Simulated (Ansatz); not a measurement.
# Sn2Ir (Fm-3m): phonons and vibrational spectra, part 2 of 2

Task: relax Sn2Ir (Fm-3m), then find its harmonic phonons.

Ansatz 0.2.0; DFT PBEsol, scalar-relativistic, plane waves, PAW; PAW set soft_1.

So far. Step 3 (Relaxing to small forces for the phonons): The forces vanish by symmetry and the pressure is 0.000 GPa, within the tolerances set. The cell now holds 21.30 Å³/atom. Step 4 (Linear response at the zone centre): Before it was imposed, the acoustic sum rule was missed by 9.3e-5 eV/Å². Small misses are needed for a sound result but don't prove that mesh and cutoff are converged. The lowest optical mode is real, 143 cm⁻¹. The relaxed cell has a = 6.346 Å (conventional setting).

## (5) Phonons on a q mesh

Stability and thermal properties need the whole zone. Linear response on a 4×4×4 q mesh gives force constants as far as a supercell of that size would.

The input, input.yaml:

```yaml
crystal:
  lattice:
    - [0.0, 3.1730845962, 3.1730845962]
    - [3.1730845962, 0.0, 3.1730845962]
    - [3.1730845962, 3.1730845962, 0.0]
  atoms:
    - { symbol: Sn, position: [0.25, 0.25, 0.25] }
    - { symbol: Sn, position: [0.75, 0.75, 0.75] }
    - { symbol: Ir, position: [0.0, 0.0, 0.0] }
kpoints:
  mp_grid: { grid: [12, 12, 12] }
hamiltonian:
  xc: pbesol
  pseudopotentials: { kind: paw, azcp: { folder: soft_1 }, xc_functional: pbe }
scf:
  occupations: { method: methfessel_paxton, width: 0.2 }
output:
  eigenvalues: true
phonons:
  method: dfpt
  qmesh: [4, 4, 4]
  temperatures: { t_max: 1000, t_step: 50 }
  qpath:
    path:
      - [[0.0, 0.0, 0.0], [0.5, 0.0, 0.5], [0.625, 0.25, 0.625]]
      - [[0.375, 0.375, 0.75], [0.0, 0.0, 0.0], [0.5, 0.5, 0.5], [0.5, 0.25, 0.75], [0.5, 0.0, 0.5]]
    npoints: 10
```

On the command line:

```
$ ansatz run input.yaml --threads 4 --pin off --max-ram 10240MiB --backend cpu --events-out ev --progress --plain --runs-dir out
```

Numbers of over 12 decimals in the logs are rounded to 6 here.

Log:

```text
[...]
Crystal: 3 atoms, lattice volume = 63.896 Å³
Basis set: ecut = 420 eV, 1243 PW (Γ), exchange–correlation on 60×60×60 points (8 copies of the dense FFT grid, shifted against one another)
Bands: 27, of which v1, the nominal top of the filled ones, is band 23 counted from 1 (22 counted from 0)
Symmetry: 48 space group operations
k-points: 72 of 1728
[...]
SCF iter   1: F=—  HF=-23701.427759 eV  |F-HF|=—  |Δ(HF+E_count)|=         —  Δρ=3.38e-2  dr2=1.42e0  ethr=3.10e-3  ⟨swp⟩=5.4  Hψ=8006  notcnv=0
[...]
SCF iter  11: F=-23701.020875 eV  HF=-23701.020875 eV  |F-HF|=0.00e0  |Δ(HF+E_count)|=  5.82e-11  S|Δr|=    0.00e0  Δρ=3.17e-8  dr2=4.95e-13  ethr=1.00e-12  ⟨swp⟩=7.6  Hψ=9207  notcnv=0
[...]
SCF 1 converged in 11 iterations: F = -23701.020875 eV  dr2 = 4.95e-13
[...]
phonons: the bands overlap, so this run is a metal and interpolates without the dipole-dipole term. If the crystal is really an insulator or semiconductor, its LO-TO splitting is missing
NSCF: frozen V_eff on 72 k-points
[...]
DFPT response loops at q = (0, 0, 0) (fractional): preconditioner auto → Kerker (q_TF=auto, 2.573 Å⁻¹) (partly filled bands, converged f_vac=0.036); β = 1.00, the filter's whole step (`scf.mixing.beta` (0.50) is not read by the response loops under this deck's `scf.mixing.preconditioner`; to damp them name `kerker` or `kerker_dos`, under which they read `scf.mixing.beta`, and type it under 1.00, their step now; both keys bind the ground state too); Broyden in place of MSR1
[...]
SCF converged after 11 iterations
[...]
Free energy (F): -23701.020875 eV
[...]
Internal energy: -23701.018155 eV  (E = F + TS)
E sigma→0 (E₀):  -23701.020195 eV
Entropy (-TS):   -0.002720 eV (-0.907 meV/atom)
Fermi energy:    14.603689 eV
[...]
--- Band table (eV; the first three rows and the last of 72) ---
  k-point 0: bands = [... 19 lower, 12.4956, 12.4956, 18.2198, 18.2198, 18.2198, 18.5488, 18.5488, 18.5488]
  k-point 1: bands = [... 19 lower, 12.4615, 12.7945, 16.8482, 17.6655, 17.6655, 18.6207, 18.7282, 18.7282]
  k-point 2: bands = [... 19 lower, 12.3833, 13.5564, 15.3342, 16.8906, 16.8906, 18.1871, 18.7717, 18.7717]
  k-point 71: bands = [... 19 lower, 12.1291, 12.1646, 12.6180, 13.8189, 18.0001, 18.0001, 20.0783, 20.4699]
--- Phonons (Γ-DFPT): 2 representative perturbations + reference (Σ response iterations 6) ---
  ASR residual: 9.263e-5 → 0.000e0 eV/Å²; symmetrization residual: 1.106e-5 eV/Å²
  ASR residual per site (eV/Å²): 5.97e-5 5.97e-5 9.26e-5
  Γ frequencies (cm⁻¹): 0.00 0.00 0.00 142.90 142.90 142.90 144.34 144.34 144.34
--- Phonons (arbitrary-q DFPT): 8 irreducible q on the 4×4×4 mesh ---
  q = [0.0000, 0.0000, 0.0000] (star 1, of the zone-centre solve; hermiticity 2.72e-6, symmetrization 6.03e-13): -0.00 -0.00 0.00 142.90 142.90 142.90 144.34 144.34 144.34
  q = [0.0000, 0.0000, 0.2500] (star 8, 2 solved perturbations on 936 of 1728 k-point pairs; hermiticity 1.59e-6, symmetrization 9.99e-13): 38.04 38.04 82.35 132.05 137.58 137.58 156.19 156.19 162.30
[...]
q = [0.0000, 0.2500, 0.2500] (star 6, 4 solved perturbations in 1608 linear systems a pass and spin channel, the states on 510 of 1728 k-point pairs; hermiticity 2.86e-6, symmetrization 8.62e-13): 48.84 48.84 87.46 123.23 123.23 127.67 161.00 167.79 167.79
[...]
sum rule: each row above includes the acoustic sum rule's correction from the zone centre's row sums; it moved no ω² by more than (0.37 cm⁻¹)²
  mesh force constants: q→R imaginary residual 4.12e-18; ASR residual 9.263e-5 → 0.000e0 eV/Å²; symmetrization residual 5.329e-15 eV/Å²
  interpolated dispersion: 62 rows × 9 modes
  density of states and harmonic sums: on the 20×20×20 q-mesh, interpolated from the force constants of a 4×4×4 supercell (no non-analytic term)
  largest difference from the sums on the solved wave vectors: F 1.57e-2 eV, S 1.97e-5 and C_V 4.01e-6 eV/K
  zero-point energy: 0.067653 eV/cell   skipped modes (ω ≤ 0): 3   left out of the sums: 4.17e-5 of the cell's modes: C_V's classical limit lies that fraction below 3 k_B per atom; for a crystal, a wire or a layer, F and S can be off by more, and a phonons.interpolated_qmesh denser along its periods is the remedy for the sampling
```

Run time: 7.3 min. Hardware: 4 threads of INTEL XEON PLATINUM 8581C at 2.10GHz (Emerald Rapids), shared host; peak memory 5.7 GiB; 27 min of CPU time.

This step gave:

- sum-rule residual before enforcement: 9.26e-5 eV/Å²
- lowest frequency on the path: 0 cm⁻¹
- highest frequency on the path or at a solved wavevector: 179.8 cm⁻¹
- mean frequency: 121.3 cm⁻¹
- Debye temperature (second moment): 237 K
- logarithmic mean frequency: 112.9 cm⁻¹
- lowest mode on the q mesh (acoustic modes at Γ apart): 38.04 cm⁻¹
- zero-point energy per atom: 22.55 meV
- heat capacity at 300 K: 24.18 J/(mol atoms K)
- vibrational entropy at 300 K: 40.64 J/(mol atoms K)

Frequencies (cm⁻¹) solved at each irreducible wavevector; negative means imaginary. Frequencies by wavevector, by row:

```csv
q in reciprocal lattice units,star,mode 1,mode 2,mode 3,mode 4,mode 5,mode 6,mode 7,mode 8,mode 9
0 0 0,1,0,0,0,142.9,142.9,142.9,144.3,144.3,144.3
0 0 0.25,8,38,38,82.3,132.1,137.6,137.6,156.2,156.2,162.3
0 0 -0.5,4,57.4,57.4,126.3,134.4,134.4,146.4,156.1,156.3,156.3
0 0.25 0.25,6,48.8,48.8,87.5,123.2,123.2,127.7,161,167.8,167.8
0 0.25 -0.5,24,70.6,72.2,102.1,113.3,114.6,127.3,168.4,168.7,173.1
0 0.25 -0.25,12,58.5,65.3,104.5,107.7,128.4,149.1,150.7,158.9,174.5
0 -0.5 -0.5,3,84.8,91.4,91.4,97.3,97.3,108.2,171.3,176.2,176.2
0.25 -0.5 -0.25,6,84.7,89.3,93.4,96.3,96.3,147.9,147.9,179.6,179.8
```

Interpolated from a 4×4×4 q mesh. Phonon branches along the path, in cm⁻¹:

```
    point  branch 1  branch 2  branch 3  branch 4  branch 5  branch 6  branch 7  branch 8  branch 9
        Γ         0         0         0       143       143       143       144       144       144
  halfway        49        49        88       123       123       128       161       168       168
        X        85        91        91        97        97       108       171       176       176
  halfway        86        88        94        96       101       113       174       175       175
        U        79        86        93       101       108       125       171       171       178
jump to K        79        86        93       101       108       125       171       171       178
  halfway        46        49        95       115       140       141       153       156       170
        Γ         0         0         0       143       143       143       144       144       144
  halfway        38        38        82       132       138       138       156       156       162
        L        57        57       126       134       134       146       156       156       156
  halfway        67        71       104       116       117       148       150       172       173
        W        85        89        93        96        96       148       148       180       180
  halfway        86        88        93        96        99       121       169       176       178
        X        85        91        91        97        97       108       171       176       176
```

The phonon branches as a text plot (rows in cm⁻¹):

```
    176 |        ***************                      ***********
    169 |      ********  ***    **                  ***      ****
    161 |   ****            ***   **       ****** ***       *
    154 |  ****              ********    *************     *
    146 |***                 *** *********      *** ********
    139 | *****             *   ******  ********
    131 |   ****           *   *  ***     ****  ****        *
    124 |      *         **  **  *              ******       *
    116 |       **     **  **   *              *    * **      *
    109 |        ******  *******              *      * **      **
    101 |        *  * ***** ****                      ** *  *****
     94 |       * ** *******    *            *          *********
     86 |      *    ********                             ********
     79 |    **   **     ** *    *          *          **
     71 |        *         * **                       ***
     64 |                   ***   **       *        ***
     56 |   *   *              *               *****
     49 |      *                *         *   *
     41 |  *                     *  *       **
     34 |    **                          * *
     26 |   *                     **      *
     19 | **                        **  **
     11 | *                          *  *
      4 |*                            **
         Γ           X  U|K            Γ         L        W     X
```

Tetrahedra on a 20×20×20 mesh, mean over bins of 2 cm-1. Interpolated from a 4×4×4 q mesh. Table of phonon density of states by wavenumber; read off at these points:

```
wavenumber (cm⁻¹)  phonon density of states (1/cm⁻¹/cell)
              1.0                                  1.0e-5
              7.0                                  4.4e-4
             13.0                                 0.00169
             19.0                                  0.0034
             25.0                                 0.00553
             33.0                                 0.00925
             39.0                                  0.0130
             45.0                                  0.0182
             51.0                                  0.0266
             57.0                                  0.0482
             59.0                                  0.0549
             63.0                                  0.0532
             69.0                                  0.0502
             75.0                                  0.0463
             81.0                                  0.0412
             87.0                                  0.0419
             93.0                                  0.0547
             95.0                                  0.0364
            101.0                                  0.0723
            107.0                                  0.0952
            109.0                                   0.106
            113.0                                  0.0814
            119.0                                  0.0721
            125.0                                  0.0636
            131.0                                  0.0624
            137.0                                  0.0595
            143.0                                  0.0737
            149.0                                  0.0257
            157.0                                  0.0920
            163.0                                  0.0996
            169.0                                   0.115
            175.0                                   0.132
            181.0                                       0
```

Phonopy on the run's constants, 15x15x15 mesh, Gaussian sigma 2.0 cm-1. Interpolated from a 4×4×4 q mesh. Partial phonon density of states against wavenumber; read off at these points; values in 1/cm⁻¹/cell:

```csv
wavenumber (cm⁻¹),Ir,Sn
-5.0,0,8.5e-6
0.0,7.8e-5,9.8e-5
5.0,3.8e-5,4.5e-5
10.0,7.3e-4,8.8e-4
15.0,8.3e-4,9.6e-4
20.0,0.00191,0.00215
25.0,0.00307,0.00329
30.0,0.00353,0.00364
35.0,0.00587,0.00564
40.0,0.00666,0.00608
45.0,0.0112,0.00972
50.0,0.0129,0.00973
55.0,0.0233,0.0160
60.0,0.0337,0.0211
60.9,0.0341,0.0212
65.0,0.0326,0.0194
70.0,0.0295,0.0172
75.0,0.0295,0.0171
80.0,0.0262,0.0160
85.0,0.0198,0.0221
90.0,0.0140,0.0267
95.0,0.0123,0.0331
100.0,0.0253,0.0390
105.0,0.0443,0.0439
107.3,0.0519,0.0474
110.0,0.0466,0.0487
115.0,0.0303,0.0470
120.0,0.0225,0.0495
125.0,0.0151,0.0474
130.0,0.0112,0.0528
135.0,0.0102,0.0481
140.0,0.00844,0.0471
145.0,0.00909,0.0460
150.0,0.0128,0.0403
155.0,0.0204,0.0608
157.6,0.0215,0.0680
160.0,0.0210,0.0739
165.0,0.0195,0.0850
170.0,0.0177,0.102
173.0,0.0163,0.112
175.0,0.0144,0.107
180.0,0.00357,0.0316
185.0,2.1e-5,2.1e-4
190.0,0,0
```

Harmonic thermodynamic functions per atom, from the density of states. Interpolated from a 4×4×4 q mesh. Thermodynamic functions, by row:

| T (K) | F_vib (meV/atom) | S (J/mol-atom/K) | C_V (J/mol-atom/K) |
| --- | --- | --- | --- |
| 0 | 22.55 | 0 | 0 |
| 50 | 21.67 | 5.488 | 10.57 |
| 100 | 16.04 | 16.02 | 19.22 |
| 200 | -8.97 | 31 | 23.28 |
| 300 | -46.4 | 40.64 | 24.18 |
| 400 | -92.32 | 47.65 | 24.51 |
| 500 | -144.7 | 53.14 | 24.66 |
| 600 | -202.1 | 57.64 | 24.75 |
| 700 | -263.9 | 61.46 | 24.8 |
| 800 | -329.4 | 64.77 | 24.83 |
| 900 | -398 | 67.7 | 24.86 |
| 1000 | -469.6 | 70.32 | 24.87 |

Harmonic mean-square displacement, third of the trace. Interpolated from a 4×4×4 q mesh. Mean square displacements, by row:

```csv
T (K),Sn1 U_eq (Å²),Sn2 U_eq (Å²),Ir3 U_eq (Å²)
0,0.00126,0.00126,0.00103
100,0.00244,0.00244,0.00245
300,0.00648,0.00648,0.00681
600,0.0128,0.0128,0.01352
```

Symmetry leaves 8 wavevectors to solve. The lowest mode among them, the acoustic zeros apart, lies at q = (0, 0, 0.25) and is real, 38.0 cm⁻¹.

## (6) Isotope substitution

An isotope changes the mass and not the force constants, so no new electronic calculation is needed; the shifts show which modes move this element.

The same force constants with the mass of Sn changed from 118.710 to 123.905 u (phonopy, no LO-TO term). Both lists are sorted by frequency; levels can cross, so a row need not hold one and the same mode. Modes under 3 cm⁻¹ are left out. Isotope shifts, by row:

```csv
q,rank,natural mass (cm⁻¹),changed mass (cm⁻¹)
0 0 0,4,142.9,139.9
0 0 0,5,142.9,139.9
0 0 0,6,142.9,139.9
0 0 0,7,144.3,143
0 0 0,8,144.3,143
0 0 0,9,144.3,143
0 0 0.25,1,38.04,37.67
0 0 0.25,2,38.04,37.67
0 0 0.25,3,82.35,81.66
0 0 0.25,4,132.1,129.6
0 0 0.25,5,137.6,135.3
0 0 0.25,6,137.6,135.3
0 0 0.25,7,156.2,153.7
0 0 0.25,8,156.2,153.7
0 0 0.25,9,162.3,159.8
0 0 -0.5,1,57.36,56.94
0 0 -0.5,2,57.36,56.94
0 0 -0.5,3,126.3,126
0 0 -0.5,4,134.4,131.6
0 0 -0.5,5,134.4,131.6
0 0 -0.5,6,146.4,143.6
0 0 -0.5,7,156.1,152.8
0 0 -0.5,8,156.3,154.1
0 0 -0.5,9,156.3,154.1
0 0.25 0.25,1,48.84,48.3
0 0.25 0.25,2,48.84,48.3
0 0.25 0.25,3,87.46,86.99
0 0.25 0.25,4,123.2,121.4
0 0.25 0.25,5,123.2,121.4
0 0.25 0.25,6,127.7,125
0 0.25 0.25,7,161,158.4
0 0.25 0.25,8,167.8,165
0 0.25 0.25,9,167.8,165
```

A mode of this element alone would shift by -2.12 %. The highest zone-centre frequency without the field goes from 144.3 to 143.0 cm⁻¹ (-0.9 %). The product of the frequency ratios over all optical modes at Γ is 0.911; the product rule, (m/m′)^(3k/2) (M′/M)^(3/2) with k = 2 such atoms and M the mass of the cell, gives 0.912.

## (7) What came out

| Quantity | Value |
| --- | --- |
| space group after relaxation (within 0.01 Å) | Fm-3m |
| volume per atom | 21.3 Å³ |
| electronic character | no gap on this mesh |
| highest optical mode at the zone centre (no LO-TO term) | 144 cm⁻¹ |
| lowest optical zone-centre mode | 143 cm⁻¹ |
| lowest mode on the q mesh (acoustic modes at Γ apart) | 38.0 cm⁻¹ |
| highest frequency on the path or at a solved wavevector | 180 cm⁻¹ |
| zero-point energy per atom | 22.6 meV |
| heat capacity at 300 K | 24.2 J/(mol atoms K) |
| vibrational entropy at 300 K | 40.6 J/(mol atoms K) |
| Debye temperature (second moment) | 237 K |
| imaginary modes on the 4×4×4 q mesh | none |

In words: The structure is a minimum as far as tested: no mode is imaginary at the 8 irreducible wavevectors of the 4×4×4 mesh, and the softest away from the acoustic zeros lies at 38 cm⁻¹. The optical modes at Γ span 143 to 144 cm⁻¹. With no gap, or one that is small against the smearing, the frequencies hang on the k mesh and the smearing, most of all near Kohn anomalies. The phonon runs are without spin polarisation, although the cell has an odd electron count. Spin-orbit coupling is left out, which can matter for the heavy elements here. The PAW files were made for PBE and serve the other functionals too. These are harmonic frequencies at zero temperature: anharmonic shifts, linewidths and thermal expansion are left out.

[Logs are printed without paths, hosts, clocks, repeated set-up lines and the standing remarks that a program may print on its own settings, such as how far it seeks lower states.]

[Hosts, paths, dates, database ids (printed as entryN), source tags and the programs' standing remarks are cut or masked in the printed files.]
